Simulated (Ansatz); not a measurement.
# La on W(110): change of the work function, part 3 of 4

Wanted: Δφ(θ) for La/W(110), starting from the hollow site.

Ansatz 0.2.0; plane-wave DFT, PBE, Ansatz PAW.

So far, work function, upper face (eV): step 2 (the clean slab) 4.84; step 3 (37 atoms, coverage 0.111 ML, cell 3x3) 2.75.

**4. The covered slab, k-mesh 6×6×1, coverage 0.25 ML**

System of this step: LaW16 (La/W(110)). The cell holds 17 atoms: 16 W and 1 La. Cell: a = 5.473 Å, b = 5.473 Å, c = 28.183 Å, α = 90.0°, β = 90.0°, γ = 70.5°. Vacuum lies along c.

Another coverage, to see how the dipoles act on each other as their distance changes.

Contents of input.yaml:

```yaml
crystal:
  lattice:
    - [4.468914857, -3.16, 0.0]
    - [4.468914857, 3.16, 0.0]
    - [0.0, 0.0, 28.1827310579]
  atoms:
    - { symbol: W, position: [0.0, 0.0, 0.3193444944] }
    - { symbol: W, position: [0.25, 0.25, 0.3986291253] }
    - { symbol: W, position: [0.0, 0.0, 0.4792577648] }
    - { symbol: W, position: [0.25, 0.25, 0.5570418831] }
    - { symbol: W, position: [0.0, 0.5, 0.3193444944] }
    - { symbol: W, position: [0.25, 0.75, 0.3986291253] }
    - { symbol: W, position: [0.0, 0.5, 0.4792577648] }
    - { symbol: W, position: [0.25, 0.75, 0.5570418831] }
    - { symbol: W, position: [0.5, 0.0, 0.3193444944] }
    - { symbol: W, position: [0.75, 0.25, 0.3986291253] }
    - { symbol: W, position: [0.5, 0.0, 0.4792577648] }
    - { symbol: W, position: [0.75, 0.25, 0.5570418831] }
    - { symbol: W, position: [0.5, 0.5, 0.3193444944] }
    - { symbol: W, position: [0.75, 0.75, 0.3986291253] }
    - { symbol: W, position: [0.5, 0.5, 0.4792577648] }
    - { symbol: W, position: [0.75, 0.75, 0.5570418831] }
    - { symbol: La, position: [0.42, 0.42, 0.6806555056] }
kpoints:
  mp_grid: { grid: [6, 6, 1] }
hamiltonian:
  xc: pbe
scf:
  occupations: { method: fermi_dirac, width: 0.1 }
  convergence: { dr2_threshold: 1.0e-08 }
efield:
  axis: 3
  dipole_correction: true
  ramp_position: 0.97
  ramp_width: 0.06
relax:
  f_tol: 0.02
  max_steps: 60
  constraints: [{ sites: [0, 1, 4, 5, 8, 9, 12, 13] }]
output:
  dos: { projected: true, e_range: [-8, 4] }
  write_potential: true
  write_density: true
  volumetric_format: npy
  elf: true
```

Started as:

```bash
$ ansatz run input.yaml --threads 4 --pin off --max-ram 16384MiB --backend cpu --events-out ev --progress --plain --runs-dir out
```

The log of the run:

```text
La: projections on atomic orbitals take those of the free atom [Kr 4d10] 4f0 5s2 5p6 5d1 6s2, of charge +0.00 (hamiltonian.pseudopotentials.projection_atoms); the dataset's partial waves leave at most 1.9e-5 of an orbital's norm unspanned inside its sphere
[...]
Crystal: 17 atoms, lattice volume = 795.980 Å³
Basis set: ecut = 420 eV, 15563 PW (Γ), exchange–correlation on 80×80×384 points (8 copies of the dense FFT grid, shifted against one another)
Bands: 141, of which v1, the nominal top of the filled ones, is band 118 counted from 1 (117 counted from 0)
Symmetry: 2 space group operations
[...]
k-points: 13 of 36 (time reversal used)
[...]
SCF iter   1: F=—  HF=-172397.067197 eV  |F-HF|=—  |Δ(HF+E_count)|=         —  Δρ=5.67e-2  dr2=2.60e2  ethr=1.77e-3  p=0.587 e·Å  D=1.33e-1 V/Å  ΔV_dip=-3.76 eV  dr2_dipole=1.65e2  V_vac-E_F(+/−)=1.84/5.60 eV  ⟨swp⟩=9.6  Hψ=9373  notcnv=0
[...]
SCF iter  19: F=-172395.150530 eV  HF=-172395.150530 eV  |F-HF|=1.05e-8  |Δ(HF+E_count)|=   1.51e-9  Δρ=6.70e-7  dr2=9.94e-9  ethr=4.26e-12  p=0.320 e·Å  D=7.28e-2 V/Å  ΔV_dip=-2.05 eV  dr2_dipole=2.21e-9  V_vac-E_F(+/−)=2.84/4.89 eV  ⟨swp⟩=12.5  Hψ=13883  notcnv=0
SCF 1 converged in 19 iterations: F = -172395.150530 eV  dr2 = 9.94e-9
[...]
relax step   1: F+E_penalty+E_count = -172395.15053006 eV  Δ(F+E_penalty+E_count) = +0.000e0 eV  max|allowed force component| = 2.107e0 eV/Å  Δτ_max = 0.0000 Å  (19 SCF iters, accepted)
[...]
SCF iter  12: F=-172395.668418 eV  HF=-172395.668418 eV  |F-HF|=1.05e-9  |Δ(HF+E_count)|=   7.48e-9  Δρ=3.92e-7  dr2=3.27e-9  ethr=3.77e-12  p=0.336 e·Å  D=7.63e-2 V/Å  ΔV_dip=-2.15 eV  dr2_dipole=4.20e-11  V_vac-E_F(+/−)=2.74/4.89 eV  ⟨swp⟩=9.9  Hψ=15378  notcnv=0
SCF 2 converged in 12 iterations: F = -172395.668418 eV  dr2 = 3.27e-9
[...]
relax step   2: F+E_penalty+E_count = -172395.66841848 eV  Δ(F+E_penalty+E_count) = -5.179e-1 eV  max|allowed force component| = 2.319e0 eV/Å  Δτ_max = 0.1949 Å  (12 SCF iters, accepted)
SCF iter   1: F=—  HF=-172396.210934 eV  |F-HF|=—  |Δ(HF+E_count)|=         —  Δρ=3.66e-3  dr2=7.79e-1  ethr=2.21e-3  p=0.336 e·Å  D=7.63e-2 V/Å  ΔV_dip=-2.15 eV  dr2_dipole=3.04e-2  V_vac-E_F(+/−)=2.77/4.92 eV  ⟨swp⟩=3.8  Hψ=3412  notcnv=0
[...]
SCF iter  12: F=-172396.157996 eV  HF=-172396.157996 eV  |F-HF|=2.24e-9  |Δ(HF+E_count)|=   8.99e-9  Δρ=3.71e-7  dr2=5.31e-9  ethr=4.26e-12  p=0.358 e·Å  D=8.15e-2 V/Å  ΔV_dip=-2.30 eV  dr2_dipole=6.82e-10  V_vac-E_F(+/−)=2.60/4.89 eV  ⟨swp⟩=12.2  Hψ=13672  notcnv=0
SCF 3 converged in 12 iterations: F = -172396.157996 eV  dr2 = 5.31e-9
relax step   3: F+E_penalty+E_count = -172396.15799597 eV  Δ(F+E_penalty+E_count) = -4.896e-1 eV  max|allowed force component| = 2.316e0 eV/Å  Δτ_max = 0.1950 Å  (12 SCF iters, accepted)
[...]
relax step   4: F+E_penalty+E_count = -172396.60355329 eV  Δ(F+E_penalty+E_count) = -4.456e-1 eV  max|allowed force component| = 1.941e0 eV/Å  Δτ_max = 0.1919 Å  (11 SCF iters, accepted)
[...]
relax step   5: F+E_penalty+E_count = -172396.91350323 eV  Δ(F+E_penalty+E_count) = -3.099e-1 eV  max|allowed force component| = 9.596e-1 eV/Å  Δτ_max = 0.1959 Å  (11 SCF iters, accepted)
[...]
relax step   6: F+E_penalty+E_count = -172397.03908464 eV  Δ(F+E_penalty+E_count) = -1.256e-1 eV  max|allowed force component| = 4.129e-1 eV/Å  Δτ_max = 0.2000 Å  (10 SCF iters, accepted)
[...]
relax step   7: F+E_penalty+E_count = -172397.10756238 eV  Δ(F+E_penalty+E_count) = -6.848e-2 eV  max|allowed force component| = 1.437e-1 eV/Å  Δτ_max = 0.1904 Å  (11 SCF iters, accepted)
[...]
relax step   8: F+E_penalty+E_count = -172397.13240003 eV  Δ(F+E_penalty+E_count) = -2.484e-2 eV  max|allowed force component| = 8.672e-2 eV/Å  Δτ_max = 0.2000 Å  (10 SCF iters, accepted)
[...]
relax step   9: F+E_penalty+E_count = -172397.13972920 eV  Δ(F+E_penalty+E_count) = -7.329e-3 eV  max|allowed force component| = 5.092e-2 eV/Å  Δτ_max = 0.1404 Å  (10 SCF iters, accepted)
SCF iter   1: F=—  HF=-172397.139841 eV  |F-HF|=—  |Δ(HF+E_count)|=         —  Δρ=4.57e-4  dr2=4.24e-3  ethr=2.17e-5  p=0.398 e·Å  D=9.06e-2 V/Å  ΔV_dip=-2.55 eV  dr2_dipole=5.38e-4  V_vac-E_F(+/−)=2.33/4.89 eV  ⟨swp⟩=2.5  Hψ=3089  notcnv=0
[...]
SCF iter   8: F=-172397.140189 eV  HF=-172397.140189 eV  |F-HF|=3.29e-9  |Δ(HF+E_count)|=   2.30e-8  Δρ=4.14e-7  dr2=3.11e-9  ethr=4.26e-12  p=0.398 e·Å  D=9.05e-2 V/Å  ΔV_dip=-2.55 eV  dr2_dipole=4.55e-11  V_vac-E_F(+/−)=2.33/4.88 eV  ⟨swp⟩=12.5  Hψ=14413  notcnv=0
SCF 10 converged in 8 iterations: F = -172397.140189 eV  dr2 = 3.11e-9
relax step  10: F+E_penalty+E_count = -172397.14018878 eV  Δ(F+E_penalty+E_count) = -4.596e-4 eV  max|allowed force component| = 6.728e-3 eV/Å  Δτ_max = 0.0255 Å  (8 SCF iters, accepted)
[...]
SCF converged after 8 iterations
Free energy (F): -172397.140189 eV
[...]
Internal energy: -172396.701824 eV  (E = F + TS)
E sigma→0 (E₀):  -172396.921007 eV
Entropy (-TS):   -0.438364 eV (-25.786 meV/atom)
Fermi energy:    5.531253 eV
Dipole field:    D = 0.090499 V/Å  (p = 0.398095 e·Å, saw-weighted, corrected)
Work function:   Φ+ = 2.3343 eV   Φ− = 4.8848 eV
[...]
--- Forces (eV/Å), atoms counted from 1 ---
  atom   1  W      0.00010572     0.00000000     0.41070293
  atom   2  W     -0.01634968     0.00000000    -0.27003602
  atom   3  W      0.00067162     0.00000000    -0.00318357
  atom   4  W      0.00672813     0.00000000     0.00352729
  atom   5  W     -0.00004123     0.00015562     0.32395488
  atom   6  W     -0.00060290    -0.01926831    -0.45812734
  atom   7  W     -0.00014555    -0.00047863    -0.00073025
  atom   8  W     -0.00028602    -0.00470289    -0.00111801
  atom   9  W     -0.00004123    -0.00015562     0.32395488
  atom  10  W     -0.00060290     0.01926831    -0.45812734
  atom  11  W     -0.00014555     0.00047863    -0.00073025
  atom  12  W     -0.00028602     0.00470289    -0.00111801
  atom  13  W     -0.00005256     0.00000000     0.39739804
  atom  14  W      0.01498064     0.00000000    -0.27103103
  atom  15  W     -0.00062033     0.00000000     0.00100430
  atom  16  W     -0.00611935     0.00000000     0.00270890
  atom  17  La     0.00279867     0.00000000     0.00094943
  max |Σ_I F_I| component: 8.52e-6 eV/Å
--- Band table (eV; the first three rows and the last of 13) ---
  k-point 0: bands = [... 114 lower, 5.7248, 5.8291, 6.2189, 6.3710, 6.3730, 6.5214, 6.6472, 6.7976, ... 19 higher]
  k-point 1: bands = [... 114 lower, 5.5842, 5.6578, 5.7698, 6.0063, 6.1462, 6.3494, 6.5363, 6.7274, ... 19 higher]
  k-point 2: bands = [... 114 lower, 4.9918, 5.1280, 5.4877, 5.5765, 5.7244, 5.8893, 6.1021, 6.3234, ... 19 higher]
  k-point 12: bands = [... 114 lower, 4.7764, 4.8225, 5.0299, 5.0531, 5.0740, 5.1306, 5.5345, 5.5817, ... 19 higher]
--- Relaxed structure (10 steps of the walk, 10 accepted, 0 SCFs on fresh bases) ---
  F+E_penalty+E_count = -172397.14018878 eV   max|allowed force component| = 6.728e-3 eV/Å
  atoms:
    - { symbol: W, position: [0.0, 0.0, 0.319344] }
    - { symbol: W, position: [0.250000, 0.250000, 0.398629] }
    - { symbol: W, position: [-4.310072e-5, -4.310072e-5, 0.479244] }
    - { symbol: W, position: [0.253534, 0.253534, 0.558888] }
    - { symbol: W, position: [0.0, 0.500000, 0.319344] }
    - { symbol: W, position: [0.250000, 0.750000, 0.398629] }
    - { symbol: W, position: [-4.456930e-5, 0.499995, 0.478849] }
    - { symbol: W, position: [0.244855, 0.755027, 0.557098] }
    - { symbol: W, position: [0.500000, 0.0, 0.319344] }
    - { symbol: W, position: [0.750000, 0.250000, 0.398629] }
    - { symbol: W, position: [0.499995, -4.456930e-5, 0.478849] }
    - { symbol: W, position: [0.755027, 0.244855, 0.557098] }
    - { symbol: W, position: [0.500000, 0.500000, 0.319344] }
    - { symbol: W, position: [0.750000, 0.750000, 0.398629] }
    - { symbol: W, position: [0.499987, 0.499987, 0.478952] }
    - { symbol: W, position: [0.746329, 0.746329, 0.558929] }
    - { symbol: La, position: [0.499289, 0.499289, 0.645077] }
```

Run time: 9.8 min. Hardware: 4 threads of Arm Neoverse V1, shared host; peak memory 3.1 GiB.

Relaxation path:

```
step  energy less that of the first step (eV)  largest force component (eV/Å)
   1                                   0.0000                          2.1074
   2                                  -0.5179                          2.3193
   3                                  -1.0075                          2.3158
   4                                  -1.4530                          1.9407
   5                                  -1.7630                          0.9596
   6                                  -1.8886                          0.4129
   7                                  -1.9570                          0.1437
   8                                  -1.9819                          0.0867
   9                                  -1.9892                          0.0509
  10                                  -1.9897                          0.0067
```

The run keeps the 2 symmetry operations that the program found, so distortions that break them were not tested.

The atoms that moved most (Å):

```
atom      dx      dy      dz  length
La17   0.709   0.000  -1.003   1.228
 W16  -0.033   0.000   0.053   0.062
  W4   0.032   0.000   0.052   0.061
  W8  -0.001   0.032   0.002   0.032
 W12  -0.001  -0.032   0.002   0.032
  W7   0.000   0.000  -0.012   0.012
 W11   0.000   0.000  -0.012   0.012
 W15   0.000   0.000  -0.009   0.009
```

The relaxed structure:

```xyz
17
Lattice="4.4689 -3.1600 0.0000 4.4689 3.1600 0.0000 0.0000 0.0000 28.1827" Properties=species:S:1:pos:R:3
W     0.0000    0.0000    9.0000
W     2.2345    0.0000   11.2345
W    -0.0004    0.0000   13.5064
W     2.2660    0.0000   15.7510
W     2.2345    1.5800    9.0000
W     4.4689    1.5800   11.2345
W     2.2342    1.5801   13.4953
W     4.4684    1.6121   15.7005
W     2.2345   -1.5800    9.0000
W     4.4689   -1.5800   11.2345
W     2.2342   -1.5801   13.4953
W     4.4684   -1.6121   15.7005
W     4.4689    0.0000    9.0000
W     6.7034    0.0000   11.2345
W     4.4688    0.0000   13.4982
W     6.6706    0.0000   15.7522
La    4.4626    0.0000   18.1800
```

Read from the output:

```
energy at zero smearing        : -172396.9210 eV
work function, upper face      : 2.334 eV
work function, lower face      : 4.885 eV
dipole along the normal        : 0.3981 e·Å
step between the vacuum levels : -2.551 eV
```

Running mean over 2.234 Å of the planar mean; the ramp of the sawtooth is left out. Table of electron's electrostatic potential energy less the Fermi level by z:

```
z (Å)  electron's electrostatic potential energy less the Fermi level (eV)
    4                                                                 4.88
    5                                                                 4.87
    6                                                                 4.74
    7                                                                 3.26
    8                                                                -5.75
    9                                                                -12.2
   10                                                                -12.5
   11                                                                -12.7
   12                                                                -12.5
   13                                                                -12.5
   14                                                                -12.6
   15                                                                -12.5
   16                                                                -11.7
   17                                                                -5.12
   18                                                                -1.97
   19                                                                -1.19
   20                                                                 1.27
   21                                                                 2.14
   22                                                                 2.30
   23                                                                 2.33
   24                                                                 2.33
   25                                                                 2.33
```

The density of states has structure finer than the step of the table below, so its rows give means over 0.25 eV. Peaks (eV: height): -3.070: 37.0, -2.890: 33.0, -2.800: 28.4, -2.710: 30.6, -2.620: 29.6, -2.050: 28.9, -1.470: 28.1.

Density of states against energy, zero at the Fermi level; means over each step:

energy (eV), density of states (states/eV a cell) and a bar:
```
    -7.75        0.9 
    -7.50        1.6 #
    -7.25        2.1 #
    -7.00        2.2 ##
    -6.75        2.3 ##
    -6.50        1.6 #
    -6.25        4.0 ####
    -6.00        5.1 #####
    -5.75       10.3 ############
    -5.50        8.5 ##########
    -5.25       10.7 ############
    -5.00       11.8 ##############
    -4.75       12.9 ###############
    -4.50       20.6 #########################
    -4.25       13.9 ################
    -4.00       11.9 ##############
    -3.75        9.2 ##########
    -3.50        8.0 #########
    -3.25       17.6 #####################
    -3.00       24.7 ##############################
    -2.75       24.7 ##############################
    -2.50       21.1 #########################
    -2.25       20.1 ########################
    -2.00       23.1 ############################
    -1.75       22.0 ###########################
    -1.50       24.1 #############################
    -1.25       17.1 ####################
    -1.00       14.1 #################
    -0.75       11.5 #############
    -0.50       14.5 #################
    -0.25       12.9 ###############
     0.00       14.2 #################
     0.25       12.7 ###############
     0.50       14.2 #################
     0.75       14.6 #################
     1.00       21.6 ##########################
```

[end of part 3 of 4]

[Long decimals in the printed logs are rounded to 6 places.]

[Logs are printed without paths, hosts, clocks, repeated set-up lines and the standing remarks that a program may print on its own settings, such as how far it seeks lower states.]

[Hosts, paths, dates, database ids (printed as entryN), source tags and the programs' standing remarks are cut or masked in the printed files.]

[Maps of the electrostatic potential energy from Ansatz leave out the sawtooth potential of an applied field or a dipole correction, so their vacuum need not be flat; planar profiles and work functions include it.]

[The density of states shown here was stored with 400 of the rows of the run's finer table, so its peaks can read low, often by over a quarter, or be missed, and its means over a window can be off by a tenth or more.]
